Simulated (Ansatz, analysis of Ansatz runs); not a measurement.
# Pt adatom (hollow) on monolayer P, part 3 of 3

What does the Pt adatom (hollow) do on monolayer P: height, moment, energy and levels? Model: a cell of 48 host atoms with 1 Pt put in.

Ansatz 0.2.0; plane-wave PAW DFT, PBEsol and HSE06; supercells relaxed in a periodic cell with vacuum, the primitive cell and the final single points with the Coulomb interaction cut along the normal.

So far. Step 4 (Band edges against the vacuum level): The band edges were searched for over the zone, on the density of this mesh. The valence top lies 4.93 eV and the conduction bottom 4.25 eV below the vacuum level: a gap of 0.68 eV. Step 5 (Relaxing the neutral defect): With the common shift of the atoms taken out, the largest displacement is 0.63 Å, and the sheet with its defect is 1.28 Å thicker than the perfect one.

**6. Energies and states on the vacuum scale**

Level of this step: plane-wave PAW DFT, PBEsol, Coulomb cut-off along the normal; single point of a defect in a monolayer on the structure relaxed with PBEsol (Ansatz).

Single points with the cut-off give energies without the images along the normal, and levels against the vacuum; the images in the plane remain.

The cell differs from the one that the last finished run ended in (c 21.000 → 36.000 Å).

File q0.point.pbesol/input.yaml:

```yaml
crystal:
  lattice:
    - [13.1404119, 0.0, 0.0]
    - [0.0, 13.27968716, 0.0]
    - [0.0, 0.0, 36.0]
  atoms:
    - { symbol: P, position: [-0.00101004, 0.0001839, 0.52812405] }
    - { symbol: P, position: [-0.00202326, 0.05391741, 0.46930406] }
[... 4 atom lines left out ...]
    - { symbol: P, position: [0.1336234, 0.56336429, 0.531046] }
    - { symbol: P, position: [0.12584716, 0.49985297, 0.47288467] }
[... 8 atom lines left out ...]
    - { symbol: P, position: [0.24997909, 0.32310622, 0.52801777] }
[... 1 atom line left out ...]
    - { symbol: P, position: [0.36614641, 0.56329686, 0.53092134] }
[... 1 atom line left out ...]
    - { symbol: P, position: [0.24993855, 0.68216895, 0.52606618] }
[... 27 atom lines left out ...]
    - { symbol: Pt, position: [0.2500413, 0.46259093, 0.56103026] }
  periodic: [true, true, false]
basis:
  ecutwfc: 420
  xc_grid: 2
hamiltonian:
  xc: pbesol
kpoints:
  mp_grid: { grid: [2, 2, 1] }
scf:
  occupations: { method: fermi_dirac, width: 0.01 }
  max_iter: 60
output:
  forces: true
  eigenvalues: true
  eigenstates: { localisation: true }
  populations: true
  band_densities: [{ bands: [v1, v1] }, { bands: [c1, c1] }]
  dos: { e_range: [-4, 4], de: 0.05, method: smearing }
  write_density: true
  write_potential: true
  volumetric_format: npy
checkpoint:
  write: "../q0.point.pbesol.run"
  compress: false
  write_wavefunctions: false
  write_every: 100000
```

The run is started by

```bash
> ansatz run input.yaml --threads 4 --pin off --max-ram 10362MiB --backend cpu --events-out ev --progress --plain --runs-dir out
```

Numbers of over 12 decimals in the logs are rounded to 6 here.

Output:

```text
[...]
Crystal: 49 atoms, lattice volume = 6282.020 Å³
Basis set: ecut = 420 eV, 122799 PW (Γ), exchange–correlation on 180×180×486 points (8 copies of the dense FFT grid, shifted against one another)
Bands: 178, of which v1, the nominal top of the filled ones, is band 129 counted from 1 (128 counted from 0)
Symmetry: 1 space group operations
[...]
k-points: 4
[...]
SCF iter   1: F=—  HF=-47902.206700 eV  |F-HF|=—  |Δ(HF+E_count)|=         —  Δρ=1.65e-3  dr2=3.21e-1  ethr=1.77e-3  ⟨swp⟩=11.8  Hψ=4974  notcnv=0  defer=85
[...]
SCF iter  12: F=-47902.153929 eV  HF=-47902.153928 eV  |F-HF|=5.11e-8  |Δ(HF+E_count)|=   9.35e-8  Δρ=4.91e-7  dr2=1.87e-8  ethr=3.88e-11  ⟨swp⟩=36.0  Hψ=9873  notcnv=0
SCF 1 converged in 12 iterations: F = -47902.153929 eV  dr2 = 1.87e-8
[...]
SCF converged after 12 iterations
Free energy (F): -47902.153929 eV
[...]
Internal energy: -47902.153929 eV  (E = F + TS)
E sigma→0 (E₀):  -47902.153929 eV
Fermi energy:    -4.583700 eV
[...]
--- Forces (eV/Å), atoms counted from 1 ---
  atom   1  P      0.00122960     0.00073318     0.00538352
  atom   2  P     -0.00210413    -0.00249400     0.00053024
  [... 2 atoms left out ...]
  atom   5  P      0.00302487     0.00331958     0.00210043
  [... 1 atom left out ...]
  atom   7  P      0.01193272    -0.00129051     0.00115943
  atom   8  P      0.00086396     0.00143949    -0.00242306
  [... 8 atoms left out ...]
  atom  17  P     -0.00779683     0.00536431     0.00229629
  atom  18  P     -0.00452942    -0.00090336    -0.00092459
  atom  19  P     -0.00094084     0.00199904     0.01038860
  atom  20  P      0.00337702    -0.00252899     0.00554477
  atom  21  P     -0.00254153     0.00488876    -0.00479854
  [... 7 atoms left out ...]
  atom  29  P     -0.00018192     0.00209264     0.00337483
  [... 19 atoms left out ...]
  atom  49  Pt     0.00121660     0.00076419    -0.00278861
  max |Σ_I F_I| component: 2.80e-5 eV/Å
--- Band table (eV) ---
[...]
[... further k-points left out ...]
  ° read free of the cell's end (the report's vacuum.weakly_bound_levels)
--- Löwdin populations: 49 sites ---
  site symbol       q [e]
     0      P      4.9102
     1      P      4.9084
  [... 2 atoms left out ...]
     4      P      4.9111
  [... 1 atom left out ...]
     6      P      4.8627
     7      P      4.9302
  [... 8 atoms left out ...]
    16      P      4.8049
    17      P      4.9291
    18      P      4.8623
    19      P      4.9299
    20      P      4.9107
  [... 7 atoms left out ...]
    28      P      4.9113
  [... 19 atoms left out ...]
    48     Pt     17.8294
  spilling = 0.017690 (of n_electrons = 258.000000)
--- Band densities, each state counted as filled ---
  window                                       electrons  max residual (eV)  cut levels
  bands: [v1, v1]                               2.000000             3.4e-9           0
  bands: [c1, c1]                               2.000000             4.1e-4           0
```

Wall time 3.3 min (4 threads of Arm Neoverse V2, shared host); peak memory 8.4 GiB.

With the cut-off the largest force on the relaxed structure is 0.012 eV/Å, so the structure stays at rest.

From eigenstates.tsv, first k-point; energies on the run's zero. The participation number counts the atoms that a state is spread over, of 49; bands count from 0.

```
spin  band  energy (eV)  occupation  participation  largest share on  share
both   123       -5.652        2.00           11.0              Pt49   0.25
both   124       -5.369        2.00           35.2               P38   0.06
both   125       -5.259        2.00           23.9              Pt49   0.13
both   126       -5.132        2.00           35.3               P25   0.04
both   127       -5.002        2.00           18.7              Pt49   0.18
both   128       -4.938        2.00           46.1               P42   0.03
both   129       -4.246        0.00           44.4              Pt49   0.06
both   130       -3.918        0.00           32.4              Pt49   0.09
both   131       -3.736        0.00           37.4               P18   0.05
both   132       -3.727        0.00           38.8                P8   0.04
both   133       -3.647        0.00           38.4               P21   0.05
```

Under PBEsol at the first k-point of a 2×2×1 Γ-centred mesh, the highest filled state is spread over 46 of 49 atoms, and the lowest empty one, 0.69 eV above it, is spread over 44 of 49 atoms.

Löwdin populations of the atoms near the centre, and their excess over far atoms of the same element, which can also hold differences between inequivalent host sites (the log counts sites from 0):

```
atom  distance from the centre (Å)  electrons  excess
Pt49                          0.64     17.829       -
  P7                          2.32      4.863  -0.047
 P19                          2.32      4.862  -0.047
 P17                          2.83      4.805  -0.105
 P21                          2.97      4.911   0.001
  P8                          3.95      4.930   0.021
 P20                          3.96      4.930   0.020
 P18                          4.00      4.929   0.019
```

Smooth density of the highest filled band in the cb plane at fractional x = 0.250, through the centre, with atoms of P and Pt within 0.45 Å of it.

Ten steps, logarithmic in the rise over the least value, from '0' (0.00 Å⁻³) to '9' (0.14 Å⁻³), each cell a mean:
```
00000000000001111001100000000000000000000000
00000000000000000000000000000000000000000000
00000000000000000000000000000000000000000000
00000000000000000000000000000000000000000000
00000000011110000000000000000000000000000000
00000000122113322221100000000000000000000000
00000001233134443333210000000000000000000000
00000000122123332122210000000000000000000000
00000000000001123321011100000000000000000000
00000000000000012211233211000000000000000000
00000000000000000002466531000000000000000000
00000000000000000003588641000000000000000000
00000000000000000025886520000000000000000000
00000000000011111038984310000000000000000000
00000000112102333323533321000000000000000000
00000000012101223345433210000000000000000000
00000000000000123225432100000000000000000000
00000000000001234411221000000000000000000000
00000000000000123320000000000000000000000000
00000000000000011110000000000000000000000000
00000000000000000000000000000000000000000000
00000000011000100000000000000000000000000000
00000000112102221122100000000000000000000000
00000000011002222023210000000000000000000000
```
Columns run along c (16.0 Å, from fractional 0.35 to 0.80 of the cell), rows up along b (13.3 Å). Atoms in or near the plane, at fractional coordinates: P at (0.53, 0.00), P at (0.47, 0.05), P at (0.53, 0.32), P at (0.47, 0.39), P at (0.53, 0.68), P at (0.47, 0.73), Pt at (0.56, 0.46).

Smooth density of the lowest empty band in the cb plane at fractional x = 0.250, through the centre, with atoms of P and Pt within 0.45 Å of it.

Values in units of 1e-2 Å⁻³, 13 rows by 16 columns, each cell a mean:
```
0.0 0.0 0.0 0.2 0.5 0.2 0.2 0.3 0.1 0.0 0.0 0.0 0.0 0.0 0.0 0.0
0.0 0.0 0.0 0.1 0.2 0.1 0.0 0.0 0.0 0.0 0.0 0.0 0.0 0.0 0.0 0.0
0.0 0.0 0.1 0.2 0.1 0.1 0.1 0.0 0.0 0.0 0.0 0.0 0.0 0.0 0.0 0.0
0.0 0.0 0.1 0.5 0.3 0.3 0.4 0.2 0.0 0.0 0.0 0.0 0.0 0.0 0.0 0.0
0.0 0.0 0.1 0.2 0.3 0.2 0.3 0.3 0.2 0.1 0.0 0.0 0.0 0.0 0.0 0.0
0.0 0.0 0.1 0.1 0.1 0.1 0.1 0.5 1.3 0.4 0.1 0.0 0.0 0.0 0.0 0.0
0.0 0.0 0.2 0.6 0.2 0.2 0.1 2.4 2.2 1.0 0.1 0.0 0.0 0.0 0.0 0.0
0.0 0.0 0.3 1.2 0.6 0.4 0.4 1.2 1.1 0.7 0.1 0.0 0.0 0.0 0.0 0.0
0.0 0.0 0.1 0.2 1.1 1.1 1.2 0.2 0.4 0.2 0.0 0.0 0.0 0.0 0.0 0.0
0.0 0.0 0.0 0.1 0.4 0.3 0.4 0.3 0.2 0.1 0.0 0.0 0.0 0.0 0.0 0.0
0.0 0.0 0.0 0.1 0.1 0.2 0.3 0.3 0.1 0.0 0.0 0.0 0.0 0.0 0.0 0.0
0.0 0.0 0.1 0.4 0.2 0.1 0.2 0.2 0.1 0.0 0.0 0.0 0.0 0.0 0.0 0.0
0.0 0.0 0.0 0.3 0.5 0.5 0.3 0.4 0.1 0.0 0.0 0.0 0.0 0.0 0.0 0.0
```
Columns run along c (16.0 Å, from fractional 0.35 to 0.80 of the cell), rows up along b (13.3 Å). Atoms in or near the plane, at fractional coordinates: P at (0.53, 0.00), P at (0.47, 0.05), P at (0.53, 0.32), P at (0.47, 0.39), P at (0.53, 0.68), P at (0.47, 0.73), Pt at (0.56, 0.46).

Electrostatic potential energy in the cb plane at fractional x = 0.250, through the centre, with atoms of P and Pt within 0.45 Å of it. With pseudopotentials it is smooth inside the atoms' cores, unlike the true potential.

Ten even steps from '0' (-59 eV) to '9' (0 eV), each cell a mean:
```
99999999999888873003799999999999999999999999
99999999999999998778999999999999999999999999
99999999999999999999999999999999999999999999
99999999999999999999999999999999999999999999
99999999998778999999999999999999999999999999
99999999973014898889999999999999999999999999
99999999961002773126899999999999999999999999
99999999986346850003899999999999999999999999
99999999999999974236899999999999999999999999
99999999999999998888999999999999999999999999
99999999999999999998889999999999999999999999
99999999999999999985224799999999999999999999
99999999999888999961000489999999999999999999
99999999986224899972001689999999999999999999
99999999972001687667667999999999999999999999
99999999986224772003799999999999999999999999
99999999999888871003799999999999999999999999
99999999999999987557899999999999999999999999
99999999999999999999999999999999999999999999
99999999999999999999999999999999999999999999
99999999998888999999999999999999999999999999
99999999985224799999999999999999999999999999
99999999972001686457999999999999999999999999
99999999986224761002799999999999999999999999
```
Columns run along c (16.0 Å, from fractional 0.35 to 0.80 of the cell; values clipped at the 3rd and 97th percentile), rows up along b (13.3 Å). Atoms in or near the plane, at fractional coordinates: P at (0.53, 0.00), P at (0.47, 0.05), P at (0.53, 0.32), P at (0.47, 0.39), P at (0.53, 0.68), P at (0.47, 0.73), Pt at (0.56, 0.46).

Formation energy from total energies, with Pt (fcc) as references:

```
total moment (μB)  formation energy (eV)
                0                   0.78
```

**7. The same structures under HSE06**

HSE06 on the structures relaxed with PBEsol shows how much of the energy belongs to the functional at a fixed structure; lattice and atoms are not at rest under it. Exact exchange opens the gap and binds carriers more tightly; the cell is sampled at its zone centre alone, to afford it.

q0.point.hse06/input.yaml, as its differences from q0.point.pbesol/input.yaml of step 6:

```diff
@@ -24,5 +24,5 @@
 hamiltonian:
-  xc: pbesol
+  xc: hse06
 kpoints:
-  mp_grid: { grid: [2, 2, 1] }
+  mp_grid: { grid: [1, 1, 1] }
 scf:
@@ -33,11 +33,4 @@
   eigenvalues: true
-  eigenstates: { localisation: true }
-  populations: true
-  band_densities: [{ bands: [v1, v1] }, { bands: [c1, c1] }]
-  dos: { e_range: [-4, 4], de: 0.05, method: smearing }
-  write_density: true
-  write_potential: true
-  volumetric_format: npy
 checkpoint:
-  write: "../q0.point.pbesol.run"
+  write: "../q0.point.hse06.run"
   compress: false
```

Output:

```text
[...]
Crystal: 49 atoms, lattice volume = 6282.020 Å³
Basis set: ecut = 420 eV, 122799 PW (Γ), exchange–correlation on 180×180×486 points (8 copies of the dense FFT grid, shifted against one another)
Bands: 178, of which v1, the nominal top of the filled ones, is band 129 counted from 1 (128 counted from 0)
Symmetry: 1 space group operations
[...]
k-points: 1
[...]
SCF iter   1: F=—  HF=-48792.049508 eV  |F-HF|=—  |Δ(HF+E_count)|=         —  Δρ=1.41e-3  dr2=2.15e-1  ethr=1.77e-3  ⟨swp⟩=10.0  Hψ=1027  notcnv=0
[...]
SCF iter   8: F=-48792.041792 eV  HF=-48792.041775 eV  |F-HF|=1.73e-5  |Δ(HF+E_count)|=   9.19e-5  Δρ=2.02e-5  dr2=2.41e-5  ethr=3.60e-8  ⟨swp⟩=4.0  Hψ=396  notcnv=0
SCF 1 stopped early in 8 iterations: F = -48792.041792 eV  dr2 = 2.41e-5
[...]
Internal energy: -48816.118967 eV  (E = F + TS)
E sigma→0 (E₀):  -48816.118967 eV
Fermi energy:    -4.626099 eV
[...]
--- Forces (eV/Å), atoms counted from 1 ---
  atom   1  P     -0.00575299    -0.21274723    -0.17386959
  atom   2  P      0.01288744     0.22519400     0.18247522
  [... 2 atoms left out ...]
  atom   5  P      0.01264493    -0.15810468    -0.16525068
  [... 1 atom left out ...]
  atom   7  P     -0.13421565     0.21175766    -0.25628559
  atom   8  P      0.02127214    -0.20766517     0.16166789
  [... 8 atoms left out ...]
  atom  17  P     -0.00919119    -0.12299940    -0.21382913
  atom  18  P     -0.00526914     0.23253895     0.14564127
  atom  19  P      0.14668509     0.21506062    -0.24518372
  atom  20  P     -0.01627192    -0.21189259     0.17024397
  atom  21  P     -0.00299655    -0.26541240    -0.20579026
  [... 7 atoms left out ...]
  atom  29  P     -0.00914065    -0.15990201    -0.16394304
  [... 19 atoms left out ...]
  atom  49  Pt     0.00222226    -0.08273825     0.19614348
  max |Σ_I F_I| component: 1.52e-4 eV/Å
--- Band table (eV) ---
[...]
the weakly bound empty levels are not read free of the cell's end (exact_exchange)
[key lines of the parts left out:]
Free energy (F): -48816.118967 eV
```

Elapsed: 5.6 min, on 4 threads; peak memory 8.8 GiB; 22 min of CPU time.

Formation energy from total energies, with Pt (fcc) as references:

```
total moment (μB)  formation energy (eV)
                0                   0.54
```

Against PBEsol the formation energy goes from 0.78 to 0.54 eV; the hybrid's k-points are coarser too.

**8. Summary of results**

| Quantity | Value |
| --- | --- |
| valence top of the perfect sheet below vacuum | 4.93 eV |
| gap of the perfect sheet (PBEsol) | 0.68 eV |
| largest displacement, common shift taken out | 0.63 Å |
| height of the adatom over the sheet's highest atom | 1.08 Å |
| shortest bond of the adatom | P 2.20 Å |
| formation energy, elements as references (PBEsol) | 0.78 eV |
| formation energy, elements as references (HSE06) | 0.54 eV |
| moment of the lowest state among those obtained | 0 μB |
| levels over 0.1 eV inside the gap, on about a quarter of the atoms or fewer | 0 |

Under PBEsol the neutral adatom costs 0.78 eV against the perfect sheet and the elements' reference phases, without spin polarisation, the only state obtained. No energy on this scale was obtained at 2 μB, so a lower state may exist and the spin state is open. A positive value against the bulk element means that adatoms would rather gather into the element's own phase than spread over the sheet. At the first k-point no level inside the gap and clear of its edges is confined to about a quarter of the atoms or fewer. Across PBEsol and HSE06 the formation energy spans 0.24 eV on one structure. Not obtained: relaxation, charge 0 at 2 μB (time limit). What this leaves open: the images lie 13.1 Å apart in the plane; Kohn–Sham levels are not transition levels, and excitons, strong in sheets, are left out; spin–orbit coupling, which matters for the heavy atoms here, is left out; a free-standing sheet, no substrate.

[Logs are printed without paths, hosts, clocks, repeated set-up lines and the standing remarks that a program may print on its own settings, such as how far it seeks lower states.]

[Hosts, paths, dates, database ids (printed as entryN), source tags and the programs' standing remarks are cut or masked in the printed files.]

[Maps of the electrostatic potential energy from Ansatz leave out the sawtooth potential of an applied field or a dipole correction, so their vacuum need not be flat.]
